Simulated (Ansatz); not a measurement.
# Formation energy and levels of the vacancy V_Al (site 2) in Al3GaN4 (Pm)

Aim: at which Fermi levels does V_Al (site 2) in Al3GaN4 (Pm) change its charge? The model is a cell of 96 host atoms with 1 Al taken out.

Main program and level: Ansatz 0.2.0; place-levels on PBEsol runs: charge-transition levels and formation energies with image-charge correction and potential alignment at the atomic sites.

In doubt: warnings of the run leave room for a lower electronic state (in some of the runs), so energies may not be the lowest and differences between runs may mislead.

## Step 1: The starting structure

The cell holds 95 atoms: 35 Al, 12 Ga and 48 N. Cell: a = 10.087 Å, b = 9.390 Å, c = 10.836 Å, α = 90.0°, β = 90.0°, γ = 90.0°. It derives from Al3GaN4 (space group Pm). Nearest the centre at fractional (0.501, 0.667, 0.666): N92 at 1.90 Å, N78 at 1.90 Å, N93 at 1.90 Å, N48 at 1.91 Å, Al73 at 3.10 Å, Al89 at 3.10 Å, Ga91 at 3.10 Å, Al25 at 3.10 Å.

Screening for the image-charge correction: ε∞ = (4.99, 4.79, 4.80), ε0 = (9.98, 8.63, 8.67), from a response run on this crystal (DFPT, PBEsol) at that run's own cell.

The cell's shortest repeat is 9.4 Å.

## Step 2: What was run first

A transition level is the Fermi level at which two charge states cost the same, so each charge needs its own total energy, at its own relaxed structure.

Each atom starts 0.05 Å or so off its site in a random direction: a symmetric start keeps its symmetry, and would miss off-centre moves and Jahn–Teller distortions. Forces are taken at one point at (¼, ¼, ¼). The cell holds 3 electrons more than the neutral one, with a uniform background that keeps it neutral on the whole.

The sampling was tested on the host first: at the k-points planned (1x1x1 shifted 0.25 0.25 0.25) its energy lies 0.000 eV an atom from the dense-mesh value, under the bound of 0.02 eV set for this test; that bounds the host's error, not the defect's.

One of the inputs; charge, spin and start change from state to state.

File qm3.relax/input.yaml:

```yaml
crystal:
  lattice:
    - [5.04346018, 0.0, 0.00012639]
    - [0.0, 3.13005226, 0.0]
    - [-0.00322408, 0.0, 5.41800952]
  atoms:
    - { symbol: Al, position: [0.50022857, 0.5, 0.16733093] }
    - { symbol: Al, position: [0.00091951, 0.5, 0.83480524] }
    - { symbol: Al, position: [0.00108727, 0.0, 0.33169215] }
    - { symbol: Ga, position: [0.49941951, 0.0, 0.66620202] }
    - { symbol: "N", position: [0.11117457, 0.0, 0.66632662] }
    - { symbol: "N", position: [0.12245535, 0.5, 0.16715505] }
    - { symbol: "N", position: [0.6251239, 0.5, 0.84019356] }
    - { symbol: "N", position: [0.62319033, 0.0, 0.32629544] }
  supercell: [2, 3, 2]
  defects: [{ vacancy: 90 }]
total_charge: -3
basis:
  ecutwfc: 420
  xc_grid: 2
hamiltonian:
  xc: pbesol
kpoints:
  mp_grid: { grid: [1, 1, 1], shift: [0.25, 0.25, 0.25] }
scf:
  occupations: { method: fixed }
  max_iter: 80
output:
  forces: true
  charged_corrections: { epsilon: [4.99, 4.79, 4.8], static_epsilon: [9.98, 8.63, 8.67] }
relax:
  f_tol: 0.02
  max_steps: 80
  random_displacement: { amplitude: 0.05, seed: 5769 }
checkpoint:
  write: "../qm3.relax.run"
  compress: false
  write_wavefunctions: true
  write_every: 100000
```

The run is started by

```console
> ansatz run input.yaml --threads 8 --pin off --max-ram 14131MiB --backend cpu --events-out ev --progress --plain --runs-dir out
```

Defect states can disperse in a cell of this size, so the energy is taken again at a 2×2×2 shifted mesh, on the relaxed structure.

The run of this state that the levels use, under PBEsol:

File qm3.point/input.yaml:

```yaml
crystal:
  checkpoint: "../qm3.relax.run"
  host: checkpoint
total_charge: -3
basis:
  ecutwfc: 420
  xc_grid: 2
hamiltonian:
  xc: pbesol
kpoints:
  mp_grid: { grid: [2, 2, 2], shift: [0.5, 0.5, 0.5] }
scf:
  occupations: { method: fermi_dirac, width: 0.01 }
  max_iter: 80
output:
  forces: true
  eigenvalues: true
  charged_corrections:
    epsilon: [4.99, 4.79, 4.8]
    static_epsilon: [9.98, 8.63, 8.67]
    defect_position: [0.500544, 0.666667, 0.665846]
  eigenstates: { localisation: true }
  populations: true
checkpoint:
  read: "../qm3.relax.run"
  write: "../qm3.point.run"
  compress: false
  write_wavefunctions: false
  write_every: 100000
```

Relaxations under PBEsol at one point at (¼, ¼, ¼); times on 8 threads of Arm Neoverse V2, shared host:

```csv
charge,moment (μB),occupations,outcome,steps,largest displacement against the far atoms (Å),time
−3,0,fixed,converged,6,0.32,57 s
−2,1,fixed,converged,7,0.25,3.2 min
−1,0,fixed,not converged,-,-,46 s
−1,0,fermi-dirac,converged,6,0.24,75 s
−1,2,fixed,converged,6,0.23,2.4 min
0,1,fixed,converged,6,0.29,2.3 min
0,3,fixed,converged,5,0.23,1.8 min
+1,0,fixed,converged,7,0.29,71 s
+1,2,fixed,not converged,1,-,2.9 min
+1,2,fermi-dirac,converged,7,0.27,5.3 min
```

Single points under PBEsol at a 2×2×2 shifted mesh; times on 8 threads of Arm Neoverse V2, shared host:

```csv
charge,moment (μB),occupations,outcome,time
−3,0,fermi-dirac,converged,69 s
−2,1,fermi-dirac,converged,2.7 min
−1,0,fermi-dirac,converged,73 s
−1,2,fermi-dirac,converged,2.7 min
0,1,fermi-dirac,converged,2.9 min
0,3,fermi-dirac,converged,2.5 min
+1,0,fermi-dirac,converged,68 s
+1,2,fermi-dirac,converged,2.7 min
```

Distances (Å) from the ideal centre to the nearest atoms after relaxation with PBEsol:

```csv
charge,moment (μB),1.,2.,3.,4.,5.,6.
−3,0,N 2.12,N 2.12,N 2.12,N 2.23,Ga 3.04,Ga 3.06
−2,1,N 2.11,N 2.13,N 2.13,N 2.15,Ga 3.05,Ga 3.07
−1,0,N 2.11,N 2.14,N 2.14,N 2.14,Ga 3.07,Ga 3.07
−1,2,N 2.10,N 2.11,N 2.12,N 2.13,Ga 3.06,Al 3.08
0,1,N 2.11,N 2.11,N 2.12,N 2.20,Ga 3.09,Al 3.10
0,3,N 2.12,N 2.12,N 2.12,N 2.12,Ga 3.10,Ga 3.10
+1,0,N 2.13,N 2.17,N 2.17,N 2.19,Ga 3.08,Al 3.11
+1,2,N 2.15,N 2.17,N 2.17,N 2.18,Ga 3.12,Ga 3.13
```

## Step 3: place-levels, PBEsol

A charged cell interacts with its images and the background, and its potential has another zero than the host's. place-levels removes the first by a point-charge model, screened by the static dielectric constant since the ions have relaxed around the charge, and the second by comparing potentials at atoms far from the defect.

The host is a run of the defect-free crystal in the same cutoffs, grids and k-points, so that basis and sampling errors cancel in part in the differences. Its band edges come from a run of the primitive cell that searches the zone for them. The host is run in a cell of 48 atoms on a matching mesh. Chemical potentials are energies per atom of Al (fcc), run with the same functional and cutoff.

File levels.point.yaml:

```yaml
host:
  run: host.point.run
  levels_from: { run: edges.point.run }
states: [qm3.point.run, qm2_M1.point.run, qm1.point.run, qm1_M2.point.run, q0_M1.point.run, q0_M3.point.run, qp1.point.run, qp1_M2.point.run]
geometry_from:
  qm3.point.run: qm3.relax.run
  qm2_M1.point.run: qm2_M1.relax.run
  qm1.point.run: qm1.relax_smeared.run
  qm1_M2.point.run: qm1_M2.relax.run
  q0_M1.point.run: q0_M1.relax.run
  q0_M3.point.run: q0_M3.relax.run
  qp1.point.run: qp1.relax.run
  qp1_M2.point.run: qp1_M2.relax_smeared.run
  host.point.run: host.relax.run
chemical_potentials:
  Al:
    energy: -524.553864
    dataset: <sha256 of the dataset>
epsilon: [4.99, 4.79, 4.8]
static_epsilon: [9.98, 8.63, 8.67]
vertical:
  - { from: qm3.point.run, to: qm3.point_neutral.run }
  - { from: qm2_M1.point.run, to: qm2_M1.point_neutral.run }
  - { from: qm1.point.run, to: qm1.point_neutral.run }
  - { from: qm1_M2.point.run, to: qm1_M2.point_neutral.run }
  - { from: qp1.point.run, to: qp1.point_neutral.run }
  - { from: qp1_M2.point.run, to: qp1_M2.point_neutral.run }
```

The run is started by

```console
> ansatz place-levels levels.point.yaml -- --threads 8 --pin off --max-ram 14131MiB
```

Numbers of over 12 decimals in the logs are rounded to 6 here.

The log of the run:

```text
[... repeated set-up lines and file paths are left out, and long positions are rounded to six places ...]
(+1/0) 0.152 eV beneath the valence edge, in the valence band
(0/-1) 0.878 eV above the valence edge, 2.598 eV under the conduction edge
(-1/-2) 1.547 eV above the valence edge, 1.930 eV under the conduction edge
(-2/-3) 2.185 eV above the valence edge, 1.292 eV under the conduction edge
formation energy of charge +1: +9.675 eV with the Fermi level at the valence edge
formation energy of charge 0: +9.523 eV with the Fermi level at the valence edge
formation energy of charge -1: +10.401 eV with the Fermi level at the valence edge
formation energy of charge -2: +11.948 eV with the Fermi level at the valence edge
formation energy of charge -3: +14.133 eV with the Fermi level at the valence edge
vertical -3 to 0: no energy, since no alignment is typed
  the change from vertical[0].from (qm3.point.run) to vertical[0].to (qm3.point_neutral.run): by its potential at epsilon [4.99, 4.79, 4.8] it stands at 0.554 0.667 0.667, with an rms radius of about 3.1 Å (1.8 1.7 1.8 Å across the planes of the cell's [...]
vertical -2 to 0: no energy, since no alignment is typed
  the change from vertical[1].from (qm2_M1.point.run) to vertical[1].to (qm2_M1.point_neutral.run): by its potential at epsilon [4.99, 4.79, 4.8] it stands at 0.550 0.667 0.697, with an rms radius of about 3.0 Å (1.8 1.5 1.9 Å across the planes of the cell's [...]
vertical -1 to 0: no energy, since no alignment is typed
  the change from vertical[2].from (qm1.point.run) to vertical[2].to (qm1.point_neutral.run): by its potential at epsilon [4.99, 4.79, 4.8] it stands at 0.552 0.667 0.725, with an rms radius of about 2.7 Å (1.5 1.3 1.8 Å across the planes of the cell's [...]
vertical -1 to 0: no energy, since no alignment is typed
  the change from vertical[3].from (qm1_M2.point.run) to vertical[3].to (qm1_M2.point_neutral.run): by its potential at epsilon [4.99, 4.79, 4.8] it stands at 0.563 0.668 0.686, with an rms radius of about 2.9 Å (1.4 1.6 1.9 Å across the planes of the cell's [...]
vertical +1 to 0: no energy, since no alignment is typed
  the change from vertical[4].from (qp1.point.run) to vertical[4].to (qp1.point_neutral.run): by its potential at epsilon [4.99, 4.79, 4.8] it stands at 0.641 0.662 0.590, with an rms radius of about 4.6 Å (2.9 2.9 2.2 Å across the planes of the cell's [...]
vertical +1 to 0: no energy, since no alignment is typed
  the change from vertical[5].from (qp1_M2.point.run) to vertical[5].to (qp1_M2.point_neutral.run): by its potential at epsilon [4.99, 4.79, 4.8] it stands at 0.581 0.666 0.638, with an rms radius of about 3.1 Å (1.4 2.0 1.9 Å across the planes of the cell's [...]
  edges by pbesol of host.levels_from (edges.point.run), its mesh sampled to repeats of 27.09 Å (the valence edge +0.128 eV and the conduction edge -0.782 eV from those of the host's own run), gap 3.477 eV; the host is sampled to repeats of 27.56 Å
  the defect's cells are sampled to repeats of 27.56 Å, like sampling
  charge +1: -81561.7127 eV with its correction of -0.030 eV, at epsilon [9.98, 8.63, 8.67], aligned at sites: -0.2521 eV, mean over 57 atomic sites at or beyond 4.70 Å from the defect at [0.5005, 0.6667, 0.6658], with +0.000000 for the charge's moments and [...]
  charge 0: +0.000 eV for its dipole among its images, +0.002 omitted
  charge -1: -81545.6411 eV with its correction of +0.414 eV, at epsilon [9.98, 8.63, 8.67], aligned at sites: -0.1919 eV, mean over 57 atomic sites at or beyond 4.70 Å from the defect at [0.5005, 0.6667, 0.6658], with +0.001893 for the charge's moments and [...]
  charge -2: -81536.4214 eV with its correction of +1.224 eV, at epsilon [9.98, 8.63, 8.67], aligned at sites: -0.1686 eV, mean over 57 atomic sites at or beyond 4.70 Å from the defect at [0.5005, 0.6667, 0.6658], with +0.000000 for the charge's moments and [...]
  states[1] (qm2_M1.point.run): levels filled in part (TS 0.004 eV): its energy is of no whole electron's
  charge -3: -81526.5636 eV with its correction of +2.439 eV, at epsilon [9.98, 8.63, 8.67], aligned at sites: -0.1478 eV, mean over 57 atomic sites at or beyond 4.70 Å from the defect at [0.5005, 0.6667, 0.6658], with +0.000000 for the charge's moments and [...]
  charge +1: states[6] (qp1.point.run) stands 0.466 eV higher, with a moment of 0.00 μB against 2.00
  states[6] (qp1.point.run): levels filled in part (TS 0.002 eV): its energy is of no whole electron's
  charge 0: states[4] (q0_M1.point.run) stands 0.134 eV higher, with a moment of 1.00 μB against 3.00
  charge -1: states[2] (qm1.point.run) stands 0.317 eV higher, with a moment of 0.00 μB against 2.00
  states[2] (qm1.point.run): levels filled in part (TS 0.021 eV): its energy is of no whole electron's
  of states[7] (qp1_M2.point.run): it parts from the run at its places by a charge that spreads by about 2 Å along one vector (1.6 Å or more is wide), by its potential at epsilon [4.99, 4.79, 4.8], taken for that of held ions (one typed too small widens it), [...]
  of states[3] (qm1_M2.point.run): it parts from the run at its places by a charge that spreads by about 1.9 Å along one vector (1.9 Å or more is wide), by its potential at epsilon [4.99, 4.79, 4.8], taken for that of held ions (one typed too small widens [...]
  of states[1] (qm2_M1.point.run): it parts from the run at its places by a charge that spreads by about 1.8 Å along one vector (1.7 Å or more is wide), by its potential at epsilon [4.99, 4.79, 4.8], taken for that of held ions (one typed too small widens [...]
  of states[0] (qm3.point.run): it parts from the run at its places by a charge that spreads by about 1.7 Å along one vector (1.6 Å or more is wide), by its potential at epsilon [4.99, 4.79, 4.8], taken for that of held ions (one typed too small widens it), [...]
  of states[6] (qp1.point.run): it parts from the run at its places by a charge that spreads by about 2.9 Å along one vector (1.6 Å or more is wide), by its potential at epsilon [4.99, 4.79, 4.8], taken for that of held ions (one typed too small widens it), [...]
  of vertical[0].from (qm3.point.run): it parts from the run at its places by a charge that spreads by about 1.7 Å along one vector (1.6 Å or more is wide), by its potential at epsilon [4.99, 4.79, 4.8], taken for that of held ions (one typed too small widens [...]
  vertical[1].from (qm2_M1.point.run): levels filled in part (TS 0.004 eV): its energy is of no whole electron's
  of vertical[1].from (qm2_M1.point.run): it parts from the run at its places by a charge that spreads by about 1.8 Å along one vector (1.7 Å or more is wide), by its potential at epsilon [4.99, 4.79, 4.8], taken for that of held ions (one typed too small [...]
  of vertical[1].to (qm2_M1.point_neutral.run): it set out from the moments of a save, which an earlier run chose (saved_moments_taken)
  vertical[2].from (qm1.point.run): levels filled in part (TS 0.021 eV): its energy is of no whole electron's
  of vertical[3].from (qm1_M2.point.run): it parts from the run at its places by a charge that spreads by about 1.9 Å along one vector (1.9 Å or more is wide), by its potential at epsilon [4.99, 4.79, 4.8], taken for that of held ions (one typed too small [...]
  of vertical[3].to (qm1_M2.point_neutral.run): it set out from the moments of a save, which an earlier run chose (saved_moments_taken); seeded_moment_not_kept
  vertical[4].from (qp1.point.run): levels filled in part (TS 0.002 eV): its energy is of no whole electron's
  of vertical[4].from (qp1.point.run): its displacements don't fall off away from the defect: farther atoms stand 0.012 Å off the host's places. [...]
  of vertical[4].to (qp1.point_neutral.run): its displacements don't fall off away from the defect: farther atoms stand 0.012 Å off the host's places. [...]
  of vertical[5].from (qp1_M2.point.run): its displacements don't fall off away from the defect: farther atoms stand 0.01 Å off the host's places. [...]
  of vertical[5].to (qp1_M2.point_neutral.run): its displacements don't fall off away from the defect: farther atoms stand 0.01 Å off the host's places. [...]
```

It took 0.94 s on 8 threads of Arm Neoverse V2, shared host.

Levels between the charges placed, in eV above the valence top:

```csv
,gap (eV),(+1/0),(0/−1),(−1/−2),(−2/−3)
PBEsol,3.48,-0.15,0.88,1.55,2.18
```

Corrections by state:

```csv
charge,moment (μB),image terms and alignment (eV),band filling (eV),ε used,"over the lowest of its charge, as the program ranks them, band filling apart (eV)"
+1,2.0,-0.030,-,"principal values (8.63, 8.67, 9.98)",0.000
0,3.0,0.000,-,-,0.000
−1,2.0,0.414,-,"principal values (8.63, 8.67, 9.98)",0.000
−2,1.0,1.224,-,"principal values (8.63, 8.67, 9.98)",0.000
−3,0.0,2.439,-,"principal values (8.63, 8.67, 9.98)",0.000
+1,0.0,-0.066,-,"principal values (8.63, 8.67, 9.98)",0.466
0,1.0,0.010,-,-,0.134
−1,0.0,0.420,-,"principal values (8.63, 8.67, 9.98)",0.317
```

The charged structures listed were also run neutral, and place-levels reads from each pair, by the potential or the spins, how wide the charge is by which they differ; that can be the carrier of either run.

```csv
charge,rms radius (Å),spread where it is widest against the cell (Å),wide from (Å),reading
+1,3.1,2.00,1.63,wide
−1,2.9,1.91,1.88,wide
−2,3.0,1.78,1.75,wide
−3,3.1,1.69,1.63,wide
```

The neutral runs of these pairs need not share the spin of the lowest neutral state, and very wide values only mean spread over the cell.

From the program's caveats on the states, each cut to its opening words:

- charge +1 (2 μB): it parts from the run at its places by a charge that spreads by about 2 Å along one vector (1.6 Å or more is wide), by its potential at epsilon [4.99, 4.79, [...]
- charge +1 (2 μB): its displacements don't fall off away from the defect: farther atoms stand 0.01 Å off the host's places
- charge −1 (2 μB): it parts from the run at its places by a charge that spreads by about 1.9 Å along one vector (1.9 Å or more is wide), by its potential at epsilon [4.99, 4.79, [...]
- charge −2 (1 μB): it parts from the run at its places by a charge that spreads by about 1.8 Å along one vector (1.7 Å or more is wide), by its potential at epsilon [4.99, 4.79, [...]
- charge −3: it parts from the run at its places by a charge that spreads by about 1.7 Å along one vector (1.6 Å or more is wide), by its potential at epsilon [4.99, 4.79, [...]
- charge +1: it parts from the run at its places by a charge that spreads by about 2.9 Å along one vector (1.6 Å or more is wide), by its potential at epsilon [4.99, 4.79, [...]
- charge +1: its displacements don't fall off away from the defect: farther atoms stand 0.012 Å off the host's places

Chemical potentials of the elements' reference phases, run alike. Formation energy by charge state (elemental references; gap 3.48 eV):

```csv
charge,at valence top (eV),at conduction bottom (eV),correction included (eV)
+1,9.68,13.15,-0.03
0,9.52,9.52,0.00
−1,10.40,6.92,0.41
−2,11.95,4.99,1.22
−3,14.13,3.70,2.44
```

Fermi level (eV), lowest formation energy (eV) and a bar from the least value:
```
     0.00       9.52 ##############################
     0.32       9.52 ##############################
     0.63       9.52 ##############################
     0.95       9.45 ##############################
     1.26       9.14 ############################
     1.58       8.79 ##########################
     1.90       8.15 #######################
     2.21       7.49 ####################
     2.53       6.55 ###############
     2.85       5.60 ##########
     3.16       4.65 #####
     3.48       3.70
```

## Step 4: What a wrong or other choice does

In this try the input is made faulty on purpose, to show what that does.

Another version of the file is tried.

levels.try0.yaml is levels.point.yaml with these lines changed:

```diff
-states: [qm3.point.run, qm2_M1.point.run, qm1.point.run, qm1_M2.point.run, q0_M1.point.run, q0_M3.point.run, qp1.point.run, qp1_M2.point.run]
+states: [qm3.relax.run, qm2_M1.point.run, qm1.point.run, qm1_M2.point.run, q0_M1.point.run, q0_M3.point.run, qp1.point.run, qp1_M2.point.run]
-  qm3.point.run: qm3.relax.run
```

The run is started by

```console
> ansatz place-levels levels.try0.yaml -- --threads 8 --pin off --max-ram 14131MiB
```

The log of the run:

```text
Error: states: the states of charge -3 and -2 were not made alike: the mesh or its shifts (kpoints.further_shifts), scf.occupations
```

The change: a state from another k-mesh.

No levels were formed: the file was rejected.

## Step 5: Summary of results

```yaml
gap_of_the_host: 3.48 eV (PBEsol)
level_plus_1_over_0: 0.15 eV below the valence top
level_0_minus_1: 0.88 eV above the valence top
level_minus_1_minus_2: 1.55 eV above the valence top
level_minus_2_minus_3: 2.18 eV above the valence top
lowest_of_the_charges_placed_just_above_the_valence_top_0p02_ev: 0
lowest_of_the_charges_placed_just_below_the_conduction_bottom_0p02_ev: −3
lowest_formation_energy_at_mid_gap_of_the_charges_run_elemental_references: 8.47 eV
```

In words: Of the charges placed (−3, −2, −1, 0 and +1), the lowest changes at 0.88 eV (0/−1), 1.55 eV (−1/−2) and 2.18 eV (−2/−3) above the valence top, in a gap of 3.48 eV. Charges below −3 were not placed, so these runs say nothing of levels that involve them. States placed: +1 at 2 μB and 0 μB; 0 at 3 μB and 1 μB; −1 at 2 μB and 0 μB; −2 at 1 μB; −3 at 0 μB. Other spin states or structures, where not listed, weren't placed. Corrections reach 2.4 eV, so the cell is small for these charges and their levels are rough. What this leaves open: PBEsol makes the gap too small and tends to spread out bound carriers; where a gas molecule sets a chemical potential or the host's formation energy, its binding is uncorrected.

[Logs are printed without paths, hosts, clocks, repeated set-up lines and the standing remarks that a program may print on its own settings, such as how far it seeks lower states.]

[Hosts, paths, dates, database ids (printed as entryN), source tags and the programs' standing remarks are cut or masked in the printed files.]

[Where a table of states has a column of steps, it counts the stored structures, which are thinned; the runs took as many ionic steps or more.]

[A defect's name tells the site on which it was built; relaxed atoms can leave that site.]

[For some hosts the program warned that the k-mesh of the response run may be too coarse for force constants and the static dielectric constant; such warnings are not shown here.]
